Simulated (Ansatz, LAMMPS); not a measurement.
# Amorphous Hg22Cd11S33 (66 atoms): support functions against a reference

Wanted: errors and times of a linear-scaling basis for amorphous Hg22Cd11S33 (66 atoms). A setting counts as converged where the r.m.s. difference of forces stays under 1 % of the r.m.s. force.

Calculated with Ansatz 0.2.0; Kohn-Sham DFT, PBE, PAW (set soft_2), plane waves.

This is a report of a sequence of runs, with most program output left out.

**1. Starting point**

The cell holds 66 atoms: 22 Hg, 11 Cd and 33 S. Its edges and angles: a = 12.107 Å, b = 12.107 Å, c = 12.107 Å, α = 90.0°, β = 90.0°, γ = 90.0°. 66 atoms (22 Hg, 11 Cd, 33 S) placed at random at 6.28 g/cm³, melted at 2500 K for 10 ps at fixed volume with the Stillinger-Weber II-VI potential (Zhou et al., Phys. Rev. B 88, 085309 (2013)). Quenched from 2500 K to 300 K at 5 K/ps and fixed volume, annealed at 1000 K for 50 ps, held 5 ps.

Before any run, some limits are plain. The quench rate of 5 K/ps far exceeds what a furnace or splat quench reaches, so expect more defects and frozen-in strain than in a real sample. The network of bonds at the start is that of the classical potential that made the cell, and needn't be the one that DFT or experiment would give. Only the Γ point is sampled, in a cell whose shortest periodic width is 12 Å. No spin–orbit coupling is included, so levels derived from the heavy atoms are approximate.

**2. The classical run that made the cell**

A classical potential supplies the starting structure, since it reaches far longer times than DFT.

This step: classical MD, Stillinger-Weber II-VI potential (Zhou et al., Phys. Rev. B 88, 085309 (2013)) (LAMMPS 22 Jul 2025 - Update 4).

Input file in.lmp:

```
# melt-quench of Hg22Cd11S33
units metal
atom_style atomic
boundary p p p
region box block 0 12.1072 0 12.1072 0 12.1072
create_box 3 box
mass 1 200.5920   # Hg
mass 2 112.4140   # Cd
mass 3 32.0600   # S
create_atoms 1 random 22 349250 NULL overlap 2.16 maxtry 2000
create_atoms 2 random 11 349257 NULL overlap 2.16 maxtry 2000
create_atoms 3 random 33 349264 NULL overlap 2.16 maxtry 2000
pair_style sw
pair_coeff * * CdTeZnSeHgS0.sw Hg Cd S
neigh_modify delay 0 every 1 check yes
thermo_style custom step time temp pe press density
thermo_modify norm yes
timestep 0.001
thermo 100
min_style cg
minimize 1e-4 1e-4 200 2000
reset_timestep 0
velocity all create 2500 349251 mom yes dist gaussian
fix lim all nve/limit 0.05
fix lan all langevin 2500 2500 0.1 349252 zero yes
thermo 500
run 1000 post no
unfix lim
unfix lan
thermo 1666
fix md all nvt temp 2500 2500 0.1
run 10000 post no
unfix md
thermo 44000
# [... 12 lines left out ...]
fix md all nvt temp 1000 300 0.1
run 10000 post no
unfix md
thermo 2500
fix md all nvt temp 300 300 0.1
run 5000 post no
unfix md
write_dump all custom glass.dump id type xs ys zs modify sort id
```

Run with:

```sh
$ lmp -in in.lmp -log none -nocite
```

Elapsed: 66 s, on 1 thread of Arm Neoverse V1, shared host; peak memory 0.078 GiB.

**3. Plane-wave single point**

The first run uses the default basis; a harder plane-wave run follows as the reference for the support functions.

Input file input.yaml:

```yaml
crystal:
  lattice:
    - [12.1072, 0.0, 0.0]
    - [0.0, 12.1072, 0.0]
    - [0.0, 0.0, 12.1072]
  atoms:
    - { symbol: Hg, position: [0.45463, 0.24717, 0.7971] }
    - { symbol: Hg, position: [0.17456, 0.85924, 0.56351] }
    - { symbol: Hg, position: [0.03837, 0.97847, 0.3462] }
    - { symbol: Hg, position: [0.83236, 0.86807, 0.99939] }
    - { symbol: Hg, position: [0.35953, 0.13353, 0.07696] }
    - { symbol: Hg, position: [0.04118, 0.51822, 0.17556] }
    - { symbol: Hg, position: [0.30316, 0.48699, 0.34194] }
    - { symbol: Hg, position: [0.09268, 0.03369, 0.99625] }
[... 54 atom lines left out ...]
    - { symbol: S, position: [0.96348, 0.29919, 0.25182] }
    - { symbol: S, position: [0.17796, 0.64123, 0.27369] }
    - { symbol: S, position: [0.20688, 0.01175, 0.1937] }
    - { symbol: S, position: [0.40135, 0.55402, 0.55366] }
kpoints:
  mp_grid: { grid: [1, 1, 1] }
hamiltonian:
  xc: pbe
scf:
  occupations: { method: gaussian, width: 0.05 }
output:
  forces: true
  stress: true
  populations: true
  dos:
    method: { smearing: { sigma: 0.08 } }
    de: 0.1
    projected: { site_lists: { Cd: [Cd], Hg: [Hg], S: [S] } }
  eigenvalues: true
  write_density: true
  write_potential: true
  volumetric_format: npy
```

Run with:

```sh
$ ansatz run input.yaml --threads 4 --pin off --max-ram 15872MiB --backend cpu --events-out ev --progress --plain --runs-dir out
```

Wall time 53 s (4 threads of Arm Neoverse V1, shared host); peak memory 2.6 GiB; 3.2 min of CPU time.

The run gave:

| Property | Result |
| --- | --- |
| free energy | -424461.1089 eV |
| free energy per atom | -6431.2289 eV/atom |
| SCF cycles | 14 |
| pressure | 0.6876 GPa |
| r.m.s. force component | 0.5216 eV/Å |
| longest force | 1.932 eV/Å |
| Fermi energy | 7.301 eV |
| levels partly filled by over 2 per cent | 3 |
| spilling of the projection | 0.007967 |

The r.m.s. force component of 0.52 eV/Å and the pressure of 0.69 GPa set the scale for the differences below.

**4. Plane waves at 750 eV (750 eV)**

A harder cutoff gives the support functions a reference with less basis error.

input.yaml, the sections that differ from step 3:

```yaml
output:
  forces: true
  eigenvalues: true
basis:
  ecutwfc: "750 eV"
# crystal, kpoints, hamiltonian, scf: as in step 3
```

Run time: 83 s. Hardware: 4 threads; peak memory 5.6 GiB.

Forces differ from the reference by 0.26 meV/Å r.m.s., 0.05 % of their size, well within a tolerance of 1 %; the energy by -1.3 meV/atom. It took 83 s and 14 cycles; the reference's time can't be set against it, since the two runs asked for unlike analyses.

**5. Support functions medium**

The cell is solved in localised support functions. Besides, the program derives a nominal cutoff of 420 eV for this run, against the reference's 750.

This step: Kohn-Sham DFT, PBE, PAW (set soft_2), localised support functions (medium) (Ansatz 0.2.0).

input.yaml, the sections that differ from step 4:

```yaml
scf:
  occupations: { method: gaussian, width: 0.05 }
  eigensolver: { kind: { support_functions: { accuracy: medium } } }
  max_iter: 150
output:
  forces: true
# crystal, kpoints, hamiltonian: as in step 4
# basis: removed
```

Wall time 1.8 min (4 threads); peak memory 3.4 GiB.

The program notes that the band table was not solved further than the SCF left it and it switched symmetry off.

Keys that differ from the reference: basis.ecutwfc removed, support_functions.accuracy = "medium" and scf.max_iter = 150.

Forces differ from the reference by 0.46 meV/Å r.m.s., 0.088 % of their size, well within a tolerance of 1 %; the energy by -0.18 meV/atom. It took 1.3 times the reference's time (shared host, so rough). The two runs also began from different starting densities, which bears on cycles and time.

**6. Support functions low**

This step: Kohn-Sham DFT, PBE, PAW (set soft_2), localised support functions (low) (Ansatz 0.2.0).

input.yaml, the sections that differ from step 5:

```yaml
scf:
  occupations: { method: gaussian, width: 0.05 }
  eigensolver: { kind: { support_functions: { accuracy: low } } }
  max_iter: 150
# crystal, kpoints, hamiltonian, output: as in step 5
```

Elapsed: 1.8 min, on 4 threads; peak memory 3.4 GiB; 6.9 min of CPU time.

Keys that differ from the reference: basis.ecutwfc removed, support_functions.accuracy = "low" and scf.max_iter = 150.

Forces differ from the reference by 0.58 meV/Å r.m.s., 0.11 % of their size, well within a tolerance of 1 %; the energy by -0.18 meV/atom. It took 1.3 times the reference's time (shared host, so rough). The two runs also began from different starting densities, which bears on cycles and time.

**7. Support functions high**

With localised support functions most steps grow linearly with size, though the diagonalisation grows faster unless the density matrix is cut; this run measures error and cost at this size. Besides, the program derives a nominal cutoff of 420 eV for this run, against the reference's 750.

This step: Kohn-Sham DFT, PBE, PAW (set soft_2), localised support functions (high) (Ansatz 0.2.0).

input.yaml, the sections that differ from step 6:

```yaml
scf:
  occupations: { method: gaussian, width: 0.05 }
  eigensolver: { kind: { support_functions: { accuracy: high } } }
  max_iter: 150
# crystal, kpoints, hamiltonian, output: as in step 6
```

Wall time 10 min (4 threads); peak memory 7.2 GiB; 40 min of CPU time.

Keys that differ from the reference: basis.ecutwfc removed, support_functions.accuracy = "high" and scf.max_iter = 150.

Forces differ from the reference by 0.034 meV/Å r.m.s., 0.0065 % of their size, well within a tolerance of 1 %. It took 7.2 times the reference's time (shared host, so rough). The two runs also began from different starting densities, which bears on cycles and time.

**8. Support functions medium, radius 4.33 Å**

The radius confines each support function; a larger one gives more freedom and more work per atom. Besides, the program derives a nominal cutoff of 420 eV for this run, against the reference's 750.

This step: Kohn-Sham DFT, PBE, PAW (set soft_2), localised support functions (medium) (Ansatz 0.2.0).

input.yaml, the sections that differ from step 7:

```yaml
scf:
  occupations: { method: gaussian, width: 0.05 }
  eigensolver: { kind: { support_functions: { accuracy: medium, radius: 4.33 } } }
  max_iter: 150
# crystal, kpoints, hamiltonian, output: as in step 7
```

The job ended after 1.8 min (4 threads; peak memory 3.2 GiB; 6.8 min of CPU time).

Keys that differ from the reference: basis.ecutwfc removed, support_functions.accuracy = "medium", support_functions.radius = 4.33 and scf.max_iter = 150.

Forces differ from the reference by 0.51 meV/Å r.m.s., 0.098 % of their size, well within a tolerance of 1 %; the energy by -0.17 meV/atom. It took 1.3 times the reference's time (shared host, so rough). The two runs also began from different starting densities, which bears on cycles and time.

**9. Support functions medium, radius 4.69 Å**

input.yaml, the sections that differ from step 8:

```yaml
scf:
  occupations: { method: gaussian, width: 0.05 }
  eigensolver: { kind: { support_functions: { accuracy: medium, radius: 4.69 } } }
  max_iter: 150
# crystal, kpoints, hamiltonian, output: as in step 8
```

Run time: 2.3 min. Hardware: 4 threads; peak memory 3.7 GiB.

Keys that differ from the reference: basis.ecutwfc removed, support_functions.accuracy = "medium", support_functions.radius = 4.69 and scf.max_iter = 150.

Forces differ from the reference by 0.38 meV/Å r.m.s., 0.072 % of their size, well within a tolerance of 1 %; the energy by -0.19 meV/atom. It took 1.7 times the reference's time (shared host, so rough). The two runs also began from different starting densities, which bears on cycles and time.

**10. Support functions medium, radius 5.0 Å**

input.yaml, the sections that differ from step 9:

```yaml
scf:
  occupations: { method: gaussian, width: 0.05 }
  eigensolver: { kind: { support_functions: { accuracy: medium, radius: 5.0 } } }
  max_iter: 150
# crystal, kpoints, hamiltonian, output: as in step 9
```

The job ended after 2.9 min (4 threads; peak memory 4.1 GiB; 11 min of CPU time).

Keys that differ from the reference: basis.ecutwfc removed, support_functions.accuracy = "medium", support_functions.radius = 5.0 and scf.max_iter = 150.

Forces differ from the reference by 0.34 meV/Å r.m.s., 0.065 % of their size, well within a tolerance of 1 %; the energy by -0.19 meV/atom. It took 2.1 times the reference's time (shared host, so rough). The two runs also began from different starting densities, which bears on cycles and time.

**11. Support functions medium, radius 5.35 Å**

input.yaml, the sections that differ from step 10:

```yaml
scf:
  occupations: { method: gaussian, width: 0.05 }
  eigensolver: { kind: { support_functions: { accuracy: medium, radius: 5.35 } } }
  max_iter: 150
# crystal, kpoints, hamiltonian, output: as in step 10
```

Wall time 3.6 min (4 threads); peak memory 4.6 GiB.

Keys that differ from the reference: basis.ecutwfc removed, support_functions.accuracy = "medium", support_functions.radius = 5.35 and scf.max_iter = 150.

Forces differ from the reference by 0.33 meV/Å r.m.s., 0.064 % of their size, well within a tolerance of 1 %; the energy by -0.20 meV/atom. It took 2.6 times the reference's time (shared host, so rough). The two runs also began from different starting densities, which bears on cycles and time.

**12. Support functions medium, radius 6.02 Å**

input.yaml, the sections that differ from step 11:

```yaml
scf:
  occupations: { method: gaussian, width: 0.05 }
  eigensolver: { kind: { support_functions: { accuracy: medium, radius: 6.02 } } }
  max_iter: 150
# crystal, kpoints, hamiltonian, output: as in step 11
```

It took 6.5 min on 4 threads; peak memory 5.8 GiB.

Keys that differ from the reference: basis.ecutwfc removed, support_functions.accuracy = "medium", support_functions.radius = 6.02 and scf.max_iter = 150.

Forces differ from the reference by 0.31 meV/Å r.m.s., 0.059 % of their size, well within a tolerance of 1 %; the energy by -0.20 meV/atom. It took 4.6 times the reference's time (shared host, so rough). The two runs also began from different starting densities, which bears on cycles and time.

**13. Support functions medium, radius 6.69 Å**

input.yaml, the sections that differ from step 12:

```yaml
scf:
  occupations: { method: gaussian, width: 0.05 }
  eigensolver: { kind: { support_functions: { accuracy: medium, radius: 6.69 } } }
  max_iter: 150
# crystal, kpoints, hamiltonian, output: as in step 12
```

Wall time 11 min (4 threads); peak memory 7.3 GiB; 43 min of CPU time.

Keys that differ from the reference: basis.ecutwfc removed, support_functions.accuracy = "medium", support_functions.radius = 6.69 and scf.max_iter = 150.

Forces differ from the reference by 0.31 meV/Å r.m.s., 0.060 % of their size, well within a tolerance of 1 %; the energy by -0.20 meV/atom. It took 7.8 times the reference's time (shared host, so rough). The two runs also began from different starting densities, which bears on cycles and time.

**14. Another setting: hamiltonian.xc = "lda"**

LDA has no gradient correction and tends to overbind. Changed here: hamiltonian.xc = "lda".

This step: Kohn-Sham DFT, LDA, PAW (set soft_2), plane waves (Ansatz 0.2.0).

input.yaml, the sections that differ from step 13:

```yaml
hamiltonian:
  xc: lda
scf:
  occupations: { method: gaussian, width: 0.05 }
output:
  forces: true
  stress: true
  populations: true
  dos:
    method: { smearing: { sigma: 0.08 } }
    de: 0.1
    projected: { site_lists: { Cd: [Cd], Hg: [Hg], S: [S] } }
  eigenvalues: true
# crystal, kpoints: as in step 13
```

Elapsed: 42 s, on 4 threads; peak memory 2.5 GiB; 2.7 min of CPU time.

Forces differ from the reference by 100 meV/Å r.m.s., 19 % of their size; the pressure by -4.8 GPa.

**15. The ladder side by side**

Differences are against the plane-wave reference (Kohn-Sham DFT, PBE, PAW (set soft_2), plane waves), whose r.m.s. force component is 0.522 eV/Å. Energies are set beside the reference only for runs with its functional, potentials and electron count. Times are for 4 threads of Arm Neoverse V1, shared host. The reference's time includes the DOS, the stress and grids, which some other runs skip.

```
                           run  Δ force, r.m.s. (meV/Å)  share of r.m.s. force (%)  Δ energy (meV/atom)  Δ pressure (GPa)  cycles  time  host memory (GiB)
                     reference                        -                          -                    -                 -      14  53 s                2.6
plane waves at 750 eV (750 eV)                    0.261                       0.05                -1.33                 -      14  83 s                5.6
        hamiltonian.xc = "lda"                     99.8                       19.1                    -             -4.75      13  42 s                2.5
```

**16. Cost against change**

Each row is set against the run with plane waves at 750 eV (Kohn-Sham DFT, PBE, PAW (set soft_2), plane waves; r.m.s. force component 0.522 eV/Å). Energies are set beside the reference only for runs with its functional, potentials and electron count. Times are for 4 threads of Arm Neoverse V1, shared host.

```
                                    run  Δ force, r.m.s. (meV/Å)  share of r.m.s. force (%)  Δ energy (meV/atom)  cycles     time  host memory (GiB)
                              reference                        -                          -                    -      14     83 s                5.6
               support functions medium                    0.462                     0.0885               -0.179      14  1.8 min                3.4
                  support functions low                    0.584                      0.112               -0.177      12  1.8 min                3.4
                 support functions high                    0.034                     0.0065              -0.0449      18   10 min                7.2
support functions medium, radius 4.33 Å                     0.51                     0.0978               -0.172      14  1.8 min                3.2
support functions medium, radius 4.69 Å                    0.377                     0.0723               -0.189      14  2.3 min                3.7
 support functions medium, radius 5.0 Å                    0.341                     0.0654               -0.195      14  2.9 min                4.1
support functions medium, radius 5.35 Å                    0.334                      0.064               -0.197      14  3.6 min                4.6
support functions medium, radius 6.02 Å                    0.308                     0.0591               -0.200      15  6.5 min                5.8
support functions medium, radius 6.69 Å                    0.314                     0.0602               -0.201      14   11 min                7.3
```

[end of part 1 of 2]

[Logs are printed without paths, hosts, clocks, repeated set-up lines and the standing remarks that a program may print on its own settings, such as how far it seeks lower states.]

[Hosts, paths, dates, database ids (printed as entryN), source tags and the programs' standing remarks are cut or masked in the printed files.]
